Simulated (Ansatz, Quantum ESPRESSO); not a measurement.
# From contact to tunnelling: vacuum gaps between two Li(110) faces, part 4 of 5

Aim: how the conductance falls as the barrier grows, for vacuum gaps between two Li(110) faces.

Quantum ESPRESSO 7.5; plane-wave DFT, PBEsol, GBRV ultrasoft pseudopotentials; cross-check by Ansatz 0.2.0 with PAW datasets.

So far. Step 6 (Transmission with pwcond.x, 5 Å): T goes from 0.445 to 0.270, a factor of 1.7. Step 7 (The same in Ansatz, 5 Å): Ansatz finds T = 0.240 against pwcond's 0.270.

## 8. Ground state, 6 Å

Level of this step: plane-wave DFT, PBEsol, GBRV ultrasoft pseudopotentials (Quantum ESPRESSO 7.5).

File j2.scf.in:

```
&control
  prefix = 'j2.scf'
  outdir = './out'
  pseudo_dir = './pseudo'
  calculation = 'scf'
  tprnfor = .true.
/
&system
  ibrav = 0
  nat = 12
  ntyp = 1
  ecutwfc = 40
  ecutrho = 200
  occupations = 'smearing'
  smearing = 'mv'
  degauss = 0.01
/
&electrons
  conv_thr = 1e-07
  mixing_beta = 0.25
  electron_maxstep = 120
  mixing_mode = 'local-TF'
/
ATOMIC_SPECIES
  Li  6.9400  li_pbesol_v1.4.uspp.F.UPF
CELL_PARAMETERS angstrom
  3.44000000000000 0.00000000000000 0.00000000000000
  1.72000000000000 2.43244732728172 0.00000000000000
  0.00000000000000 0.00000000000000 32.75692060009896
ATOMIC_POSITIONS crystal
  Li  0.000000000000 0.000000000000 0.000000000000
  Li  0.500000000000 0.000000000000 0.074257509031
  Li  0.000000000000 0.000000000000 0.148515018062
  Li  0.500000000000 0.000000000000 0.222772527092
  Li  0.000000000000 0.000000000000 0.297030036123
  Li  0.500000000000 0.000000000000 0.371287545154
  Li  0.000000000000 0.000000000000 0.554454945815
  Li  0.500000000000 0.000000000000 0.628712454846
  Li  0.000000000000 0.000000000000 0.702969963877
  Li  0.500000000000 0.000000000000 0.777227472908
  Li  0.000000000000 0.000000000000 0.851484981938
  Li  0.500000000000 0.000000000000 0.925742490969
K_POINTS automatic
  8 10 1 0 0 0
```

Launch:

```bash
$ OMP_NUM_THREADS=1 mpirun -n 2 pw.x -nk 2 -in j2.scf.in > j2.scf.out
```

Numbers of over 12 decimals in the logs are rounded to 6 here.

Log:

```text
[banner, memory and clock lines left out]
Program PWSCF v.7.5 starts
[...]
Message from routine setup:
[...]
number of electrons       =        36.00
     number of Kohn-Sham states=           22
     kinetic-energy cutoff     =      40.0000  Ry
     charge density cutoff     =     200.0000  Ry
[...]
number of k points=    39  Marzari-Vanderbilt smearing, width (Ry)=  0.0100
[...]
Dense  grid:    88437 G-vectors     FFT dimensions: (  30,  25, 288)
[...]
Starting wfcs are   60 randomized atomic wfcs
[...]
estimated scf accuracy    <       2.39575247 Ry
[...]
estimated scf accuracy    <       1.61907480 Ry
[...]
estimated scf accuracy    <       0.08817662 Ry
[...]
estimated scf accuracy    <       0.56534259 Ry
[...]
estimated scf accuracy    <       0.69984443 Ry
[...]
estimated scf accuracy    <       0.37022128 Ry
[...]
estimated scf accuracy    <       0.22712055 Ry
[...]
estimated scf accuracy    <       0.17876324 Ry
[...]
estimated scf accuracy    <       0.01754952 Ry
[...]
estimated scf accuracy    <       0.01984878 Ry
[...]
estimated scf accuracy    <       0.01173698 Ry
[...]
estimated scf accuracy    <       0.01649776 Ry
[...]
estimated scf accuracy    <       0.00601953 Ry
[...]
estimated scf accuracy    <       0.00322748 Ry
[...]
estimated scf accuracy    <       0.00003573 Ry
[...]
estimated scf accuracy    <       0.00006244 Ry
[...]
estimated scf accuracy    <       0.00003496 Ry
[...]
estimated scf accuracy    <       0.00003451 Ry
[...]
estimated scf accuracy    <       0.00022874 Ry
[...]
estimated scf accuracy    <       0.00001059 Ry
[...]
estimated scf accuracy    <       0.00001248 Ry
[...]
estimated scf accuracy    <       0.00001592 Ry
[...]
estimated scf accuracy    <       0.00004261 Ry
[...]
estimated scf accuracy    <       0.00003706 Ry
[...]
estimated scf accuracy    <       0.00006814 Ry
[...]
estimated scf accuracy    <       0.00006843 Ry
[...]
estimated scf accuracy    <       0.00001875 Ry
[...]
estimated scf accuracy    <       0.00000064 Ry
[...]
estimated scf accuracy    <       0.00000087 Ry
[...]
estimated scf accuracy    <       0.00000039 Ry
[...]
the Fermi energy is     0.6213 ev
!    total energy              =    -172.39958947 Ry
     estimated scf accuracy    <       0.00000005 Ry
     smearing contrib. (-TS)   =      -0.00033782 Ry
     internal energy E=F+TS    =    -172.39925166 Ry
[...]
one-electron contribution =    -185.89241636 Ry
     hartree contribution      =      77.91697185 Ry
     xc contribution           =     -39.24959832 Ry
     ewald contribution        =     -25.17420882 Ry
     convergence has been achieved in  31 iterations
[...]
Total force =     0.006505     Total SCF correction =     0.000338
[...]
```

The job ended after 2.6 min (2 MPI ranks of Arm Neoverse V2, shared host; peak memory 0.38 GiB).

Numbers from this step:

* free energy: -2345.6159 eV
* Fermi energy: 0.6213 eV

## 9. Transmission with pwcond.x, 6 Å

File j2.cond.in:

```
&inputcond
  outdir = './out'
  prefixt = 'j2.scf'
  tran_file = 'j2.cond.dat'
  bdl = 1.4142135610
  bds = 9.5223606395
  ikind = 1
  ewind = 4.0
  epsproj = 1e-05
  nz1 = 7
  energy0 = 0.4
  denergy = -0.4
/
21
  0.00000000 0.00000000 0.01562500
  0.00000000 0.12500000 0.03125000
  0.00000000 0.25000000 0.03125000
  0.00000000 0.37500000 0.03125000
  0.00000000 0.50000000 0.01562500
  0.12500000 0.00000000 0.06250000
  0.12500000 0.25000000 0.06250000
  0.12500000 0.37500000 0.06250000
  0.12500000 0.50000000 0.06250000
  0.25000000 0.00000000 0.06250000
  0.25000000 0.12500000 0.03125000
  0.25000000 0.37500000 0.06250000
  0.25000000 0.50000000 0.06250000
  0.25000000 0.62500000 0.03125000
  0.37500000 0.00000000 0.06250000
  0.37500000 0.12500000 0.06250000
  0.37500000 0.50000000 0.06250000
  0.37500000 0.62500000 0.06250000
  0.50000000 0.00000000 0.03125000
  0.50000000 0.12500000 0.06250000
  0.50000000 0.25000000 0.03125000
3
```

Launch:

```bash
$ OMP_NUM_THREADS=1 mpirun -n 2 pwcond.x -in j2.cond.in > j2.cond.out
```

Log:

```text
[banner, memory and clock lines left out]
Program PWCOND v.7.5 starts
[citation notice left out]

[...]
./out/j2.scf.save/

     IMPORTANT: XC functional enforced from input :
     Exchange-correlation= PBESOL
                           (   1   4  10   8   0   0   0)
     Any further DFT definition will be discarded
     Please, verify this is what you really want

     Reading collected, re-writing distributed wavefunctions

===== INPUT FILE containing all the regions =====

     GEOMETRY:

     lattice parameter (alat)  =       6.5007  a.u.
[...]
---  E-Ef =   -0.4000000  k =    0.5000000   0.2500000
---  ie =          3  ik =         21
 Nchannels of the left tip =            1
 Right moving states:
   k1(2pi/a)   k2(2pi/a)   E-Ef (eV)
   0.4243730   0.0000079  -0.4000000
 Left moving states:
   k1(2pi/a)   k2(2pi/a)   E-Ef (eV)
  -0.4243730   0.0000079  -0.4000000

 to transmit
 Band j to band i transmissions and reflections:
    j         i     |T_ij|^2    |R_ij|^2

    1 -->     1     0.00565     0.99435
   Total T_j, R_j =    0.00565  0.99435

E-Ef(ev), T(x2 spins) =   -0.4000000   0.0113091
   T_tot     0.40000      0.32574E+00
   T_tot     0.00000      0.27924E+00
   T_tot    -0.40000      0.15417E+00

[...]
```

The job ended after 41 s (2 MPI ranks; peak memory 0.12 GiB).

Numbers from this step:

| Item | Value |
| --- | --- |
| transmission at the Fermi level, one spin | 0.1396 |
| conductance | 0.1396 G₀ |

Per spin; mean over the k mesh across the current. Table of transmission, zone mean by energy, zero at the Fermi level:

| energy (eV) | transmission, zone mean |
| --- | --- |
| -0.400 | 0.0771 |
| 0.000 | 0.140 |
| 0.400 | 0.163 |

At 0.000 eV; k in fractions of b1, b2. Transmission by k point:

| k1 | k2 | weight | t | channels |
| --- | --- | --- | --- | --- |
| 0 | 0 | 0.01562 | 0.9222 | 1 |
| 0 | 0.125 | 0.03125 | 0.7658 | 1 |
| 0 | 0.25 | 0.03125 | 0.0835 | 1 |
| 0 | 0.375 | 0.03125 | 0.00544 | 1 |
| 0 | 0.5 | 0.01562 | 0 | 0 |
| 0.125 | 0 | 0.0625 | 0.8723 | 1 |
| 0.125 | 0.25 | 0.0625 | 0.2061 | 1 |
| 0.125 | 0.375 | 0.0625 | 0.01661 | 1 |
| 0.125 | 0.5 | 0.0625 | 1.80e-4 | 1 |
| 0.25 | 0 | 0.0625 | 0.1721 | 1 |
| 0.25 | 0.125 | 0.03125 | 0.3739 | 1 |
| 0.25 | 0.375 | 0.0625 | 0.02746 | 1 |
| 0.25 | 0.5 | 0.0625 | 0.001922 | 1 |
| 0.25 | 0.625 | 0.03125 | 0 | 0 |
| 0.375 | 0 | 0.0625 | 0.02052 | 1 |
| 0.375 | 0.125 | 0.0625 | 0.05574 | 1 |
| 0.375 | 0.5 | 0.0625 | 0.002613 | 1 |
| 0.375 | 0.625 | 0.0625 | 0 | 0 |
| 0.5 | 0 | 0.03125 | 0.001092 | 2 |
| 0.5 | 0.125 | 0.0625 | 0.007797 | 1 |
| 0.5 | 0.25 | 0.03125 | 0.01024 | 1 |

T goes from 0.270 to 0.140, a factor of 1.9.

## 10. The same in Ansatz, 6 Å

Level of this step: plane-wave DFT, PBEsol, Ansatz PAW (Ansatz 0.2.0).

File input.yaml:

```yaml
crystal:
  lattice:
    - [3.44, 0.0, 0.0]
    - [1.72, 2.4324473273, 0.0]
    - [0.0, 0.0, 32.7569206001]
  atoms:
    - { symbol: Li, position: [0.0, 0.0, 0.0] }
    - { symbol: Li, position: [0.5, 0.0, 0.074257509] }
    - { symbol: Li, position: [0.0, 0.0, 0.1485150181] }
    - { symbol: Li, position: [0.5, 0.0, 0.2227725271] }
    - { symbol: Li, position: [0.0, 0.0, 0.2970300361] }
    - { symbol: Li, position: [0.5, 0.0, 0.3712875452] }
    - { symbol: Li, position: [0.0, 0.0, 0.5544549458] }
    - { symbol: Li, position: [0.5, 0.0, 0.6287124548] }
    - { symbol: Li, position: [0.0, 0.0, 0.7029699639] }
    - { symbol: Li, position: [0.5, 0.0, 0.7772274729] }
    - { symbol: Li, position: [0.0, 0.0, 0.8514849819] }
    - { symbol: Li, position: [0.5, 0.0, 0.925742491] }
kpoints:
  mp_grid: { grid: [8, 10, 1] }
hamiltonian:
  xc: pbesol
scf:
  occupations: { method: fermi_dirac, width: 0.1 }
  convergence: { dr2_threshold: 1.0e-08 }
output:
  transmission: { leads: [[0, 2]], e_range: [-0.4, 0.4], de: 0.4, kmesh: [8, 8] }
  write_potential: true
  write_density: true
  volumetric_format: npy
```

Launch:

```bash
$ ansatz run input.yaml --threads 2 --pin off --max-ram 4096MiB --backend cpu --events-out ev --progress --plain --runs-dir out
```

Log:

```text
[...]
Crystal: 12 atoms, lattice volume = 274.097 Å³
Basis set: ecut = 420 eV, 5277 PW (Γ)
Bands: 30, of which v1, the nominal top of the filled ones, is band 18 counted from 1 (17 counted from 0)
Symmetry: 4 space group operations
k-points: 42 of 80
[...]
k-point 41: bands = [... 14 lower, 0.6305, 0.6305, 0.6888, 0.6888, 0.7621, 0.7621, 0.8264, 0.8264, ... 8 higher]
--- Transmission ---
  basis      : 69 plane waves across, 41 finite elements along
  points     : 34, standing for a mesh of 8 x 8
[...]
channels       : 9.218750e-1 a spin
[...]
slowest decay  : 0.2502 /Å at (0.0000, 0.5000)
  junction   : crystal 0 to crystal 0, -0.52 to 27.37 Å
    transmission   : 1.163940e-1 a spin
[...]
[key lines of the parts left out:]
SCF converged after 7 iterations
Free energy (F): -2435.563958 eV
Fermi energy:    0.619873 eV
```

The job ended after 23 s (2 threads; peak memory 0.61 GiB; 44 s of CPU time).

Numbers from this step:

```
free energy                                  : -2435.5640 eV
energy at zero smearing                      : -2435.4700 eV
smearing term TS                             : 0.1880 eV
Fermi energy                                 : 0.6199 eV
transmission at the Fermi level, one spin    : 0.1164
step of the lead's Hamiltonian over a period : 5.7 meV
```

Per spin; mean over the k mesh across the current. Table of transmission, zone mean by energy, zero at the Fermi level:

| energy (eV) | transmission, zone mean |
| --- | --- |
| -0.400 | 0.0576 |
| 0.000 | 0.116 |
| 0.400 | 0.156 |

Ansatz finds T = 0.116 against pwcond's 0.140.

## 11. SCF with pw.x, 7 Å

Level of this step: plane-wave DFT, PBEsol, GBRV ultrasoft pseudopotentials (Quantum ESPRESSO 7.5).

File j3.scf.in:

```
&control
  prefix = 'j3.scf'
  outdir = './out'
  pseudo_dir = './pseudo'
  calculation = 'scf'
  tprnfor = .true.
/
&system
  ibrav = 0
  nat = 12
  ntyp = 1
  ecutwfc = 40
  ecutrho = 200
  occupations = 'smearing'
  smearing = 'mv'
  degauss = 0.01
/
&electrons
  conv_thr = 1e-07
  mixing_beta = 0.25
  electron_maxstep = 120
  mixing_mode = 'local-TF'
/
ATOMIC_SPECIES
  Li  6.9400  li_pbesol_v1.4.uspp.F.UPF
CELL_PARAMETERS angstrom
  3.44000000000000 0.00000000000000 0.00000000000000
  1.72000000000000 2.43244732728172 0.00000000000000
  0.00000000000000 0.00000000000000 33.75692060009896
ATOMIC_POSITIONS crystal
  Li  0.000000000000 0.000000000000 0.000000000000
  Li  0.500000000000 0.000000000000 0.072057737615
  Li  0.000000000000 0.000000000000 0.144115475229
  Li  0.500000000000 0.000000000000 0.216173212844
  Li  0.000000000000 0.000000000000 0.288230950459
  Li  0.500000000000 0.000000000000 0.360288688073
  Li  0.000000000000 0.000000000000 0.567653574312
  Li  0.500000000000 0.000000000000 0.639711311927
  Li  0.000000000000 0.000000000000 0.711769049541
  Li  0.500000000000 0.000000000000 0.783826787156
  Li  0.000000000000 0.000000000000 0.855884524771
  Li  0.500000000000 0.000000000000 0.927942262385
K_POINTS automatic
  8 10 1 0 0 0
```

Launch:

```bash
$ OMP_NUM_THREADS=1 mpirun -n 2 pw.x -nk 2 -in j3.scf.in > j3.scf.out
```

Log:

```text
[banner, memory and clock lines left out]
Program PWSCF v.7.5 starts
[...]
Message from routine setup:
[...]
number of electrons       =        36.00
     number of Kohn-Sham states=           22
     kinetic-energy cutoff     =      40.0000  Ry
     charge density cutoff     =     200.0000  Ry
[...]
number of k points=    39  Marzari-Vanderbilt smearing, width (Ry)=  0.0100
[...]
Dense  grid:    91125 G-vectors     FFT dimensions: (  30,  25, 288)
[...]
Starting wfcs are   60 randomized atomic wfcs
[...]
estimated scf accuracy    <       2.42582587 Ry
[...]
estimated scf accuracy    <       1.64058167 Ry
[...]
estimated scf accuracy    <       0.08622921 Ry
[...]
estimated scf accuracy    <       0.59653700 Ry
[...]
estimated scf accuracy    <       0.72751793 Ry
[...]
estimated scf accuracy    <       0.41293567 Ry
[...]
estimated scf accuracy    <       0.21183261 Ry
[...]
estimated scf accuracy    <       0.05933125 Ry
[...]
negative rho (up, down):  4.168E-08 0.000E+00
[...]
estimated scf accuracy    <       0.00135698 Ry
[...]
estimated scf accuracy    <       0.00492468 Ry
[...]
estimated scf accuracy    <       0.00130150 Ry
[...]
estimated scf accuracy    <       0.03244366 Ry
[...]
estimated scf accuracy    <       0.00043590 Ry
[...]
estimated scf accuracy    <       0.04526239 Ry
[...]
estimated scf accuracy    <       0.01834733 Ry
[...]
estimated scf accuracy    <       0.00149266 Ry
[...]
estimated scf accuracy    <       0.00238955 Ry
[...]
estimated scf accuracy    <       0.00112735 Ry
[...]
estimated scf accuracy    <       0.00014692 Ry
[...]
estimated scf accuracy    <       0.00003964 Ry
[...]
estimated scf accuracy    <       0.00000676 Ry
[...]
estimated scf accuracy    <       0.00001629 Ry
[...]
estimated scf accuracy    <       0.00000264 Ry
[...]
estimated scf accuracy    <       0.00000160 Ry
[...]
estimated scf accuracy    <       0.00000360 Ry
[...]
estimated scf accuracy    <       0.00000180 Ry
[...]
estimated scf accuracy    <       0.00000216 Ry
[...]
estimated scf accuracy    <       0.00000131 Ry
[...]
estimated scf accuracy    <       0.00000325 Ry
[...]
estimated scf accuracy    <       0.00000286 Ry
[...]
estimated scf accuracy    <       0.00000183 Ry
[...]
estimated scf accuracy    <       0.00000127 Ry
[...]
estimated scf accuracy    <       0.00000026 Ry
[...]
the Fermi energy is     0.5154 ev
!    total energy              =    -172.39914992 Ry
     estimated scf accuracy    <       0.00000002 Ry
     smearing contrib. (-TS)   =      -0.00028290 Ry
     internal energy E=F+TS    =    -172.39886702 Ry
[...]
one-electron contribution =    -225.93557594 Ry
     hartree contribution      =      97.80644996 Ry
     xc contribution           =     -39.25085274 Ry
     ewald contribution        =      -5.01888830 Ry
     convergence has been achieved in  34 iterations
[...]
Total force =     0.007110     Total SCF correction =     0.000196
[...]
```

Wall time 3.4 min (2 MPI ranks); peak memory 0.39 GiB.

This step gave:

```
free energy  : -2345.6099 eV
Fermi energy : 0.5154 eV
```

(Part 4 of 5 ends here.)

[Logs are printed without paths, hosts, clocks, repeated set-up lines and the standing remarks that a program may print on its own settings, such as how far it seeks lower states.]

[Hosts, paths, dates, database ids (printed as entryN), source tags and the programs' standing remarks are cut or masked in the printed files.]

[Maps of the electrostatic potential energy from Ansatz leave out the sawtooth potential of an applied field or a dipole correction, so their vacuum need not be flat; planar profiles and work functions include it.]
